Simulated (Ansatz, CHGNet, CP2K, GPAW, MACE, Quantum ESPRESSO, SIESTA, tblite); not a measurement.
# Which run comes nearest? Nb(100)/C(110) interface (80 atoms)

The cell holds 80 atoms: 20 Nb and 60 C. Cell: a = 7.134 Å, b = 7.567 Å, c = 24.460 Å, α = 90.0°, β = 90.0°, γ = 90.0°. Bcc Nb(100), 4 repeat layers, 5 surface cells, strained -3.32 and +2.54 %; diamond-structure C(110), 5 layers, 6 cells, -0.00 and -0.00 %; outer planes 2.45 Å apart, 12 Å of vacuum above; not relaxed, displaced by a Gaussian of 0.02 Å. Then every atom was moved at random, 0.02 Å r.m.s. a Cartesian component. Regions: Nb, 20 atoms (20 Nb); C, 60 atoms (60 C). Vacuum lies along c.

Geometry: as built.

The reference, a calculation:

```
method                 : Kohn-Sham DFT, PBE, PAW, plane waves (Ansatz 0.2.0); cutoff 420 eV, Γ point, fermi-dirac smearing of 0.05 eV; PAW set soft_2
r.m.s. force component : 1.836 eV/Å
longest force          : 6.631 eV/Å
SCF cycles             : 17
time                   : 22 s on 4 threads of Arm Neoverse V1, shared host
CPU time               : 85 s
```

Q: Estimate the differences from the reference, the CPU time and the memory of each run.
- QE PBE, sssp-1.3.0-efficiency, 45/360 Ry (Quantum ESPRESSO 7.5; 4 MPI ranks)
- CP2K PBE, DZVP-MOLOPT-SR, 300/50 Ry, diagonalisation (CP2K 2026.2; 2 threads)
- SIESTA PBE, DZP, shift 0.005 Ry, mesh 300 Ry (SIESTA 5.4.2; 2 MPI ranks)
- SIESTA PBE, DZP, shift 0.01 Ry, mesh 300 Ry (SIESTA 5.4.2; 2 MPI ranks)
- MACE MP-0b3 medium potential (MACE MP-0b3 medium; 1 thread)
- CP2K PBE, DZVP-MOLOPT-SR, 600/50 Ry, diagonalisation (CP2K 2026.2; 4 MPI ranks)
- CHGNet 0.3.0 potential (CHGNet 0.3.0; 1 thread)
- tblite GFN1-xTB (tblite 0.8.0; 1 thread)
- CHGNet r2SCAN potential (CHGNet r2SCAN; 1 thread)

Differences are against the plane-wave reference, forces as r.m.s. over components; share is that over the reference's r.m.s. force, slope the least-squares factor from reference forces to these. Total energies of different programs have different zeros and aren't compared.

```tsv
run	Δ force, r.m.s. (meV/Å)	share (%)	slope	cores	CPU time	memory (GiB)
reference	-	-	-	4	85 s	1.5
QE PBE, sssp-1.3.0-efficiency, 45/360 Ry	6.35	0.346	1.001	4	22 min	2.7
CP2K PBE, DZVP-MOLOPT-SR, 300/50 Ry, diagonalisation (coarse)	65.4	3.56	1.027	2	21 min	1.8
SIESTA PBE, DZP, shift 0.005 Ry, mesh 300 Ry	163	8.90	1.004	2	16 min	1.7
SIESTA PBE, DZP, shift 0.01 Ry, mesh 300 Ry	149	8.12	1.006	2	11 min	1.5
MACE MP-0b3 medium potential	464	25.3	0.887	1	9.9 s	1.2
CP2K PBE, DZVP-MOLOPT-SR, 600/50 Ry, diagonalisation	63.4	3.46	1.027	4	27 min	6.1
CHGNet 0.3.0 potential	628	34.2	0.921	1	7.3 s	3.2
tblite GFN1-xTB	480	26.2	0.946	1	4.3 s	0.12
CHGNet r2SCAN potential	692	37.7	0.804	1	6.3 s	3.2
```

Rows marked coarse were listed beforehand as settings not expected to be converged; some can still land near the reference.

Times of the machine-learned potentials are mostly Python's start and the loading of weights.

CPU time is summed over cores on a shared host, where runs went side by side, so it is rough. Symmetry, cutoffs, thresholds, outputs and thread counts weren't matched or tuned between programs; memory under MPI is the largest rank's times the ranks.

PBE on plane waves or a grid with other potentials, cutoffs or grids, coarse settings apart, differs from the reference by 0.35 % (QE PBE, sssp-1.3.0-efficiency, 45/360 Ry) of the r.m.s. force; this holds the reference's own error, so differences of a few per cent don't tell which side is nearer the exact PBE result (QE's 45 Ry are 612 eV, against the reference's 420 eV). The PBE runs in local orbitals, coarse settings apart, differ by 3.5 % (CP2K PBE, DZVP-MOLOPT-SR, 600/50 Ry, diagonalisation) to 8.9 % (SIESTA PBE, DZP, shift 0.005 Ry, mesh 300 Ry); basis, grid and potentials can all enter. Tight binding differs by 26 % (tblite GFN1-xTB); it is another model, with fitted parameters of its own, and the xTB methods hold dispersion. Machine-learned potentials differ by 25 % (MACE MP-0b3 medium potential) to 38 % (CHGNet r2SCAN potential); they were trained on other programs' data, some at another functional. Periodic xTB results under one method name differ between programs and library versions. Machine-learned potentials mimic data converged in k, so the reference's own k-point error enters their differences. The electronic-structure runs sample only Γ, in a cell whose shortest periodic width is 7 Å, which is coarse for a cell with partly filled levels.

[Logs are printed without paths, hosts, clocks, repeated set-up lines and the standing remarks that a program may print on its own settings, such as how far it seeks lower states.]

[Hosts, paths, dates, database ids (printed as entryN), source tags and the programs' standing remarks are cut or masked in the printed files.]
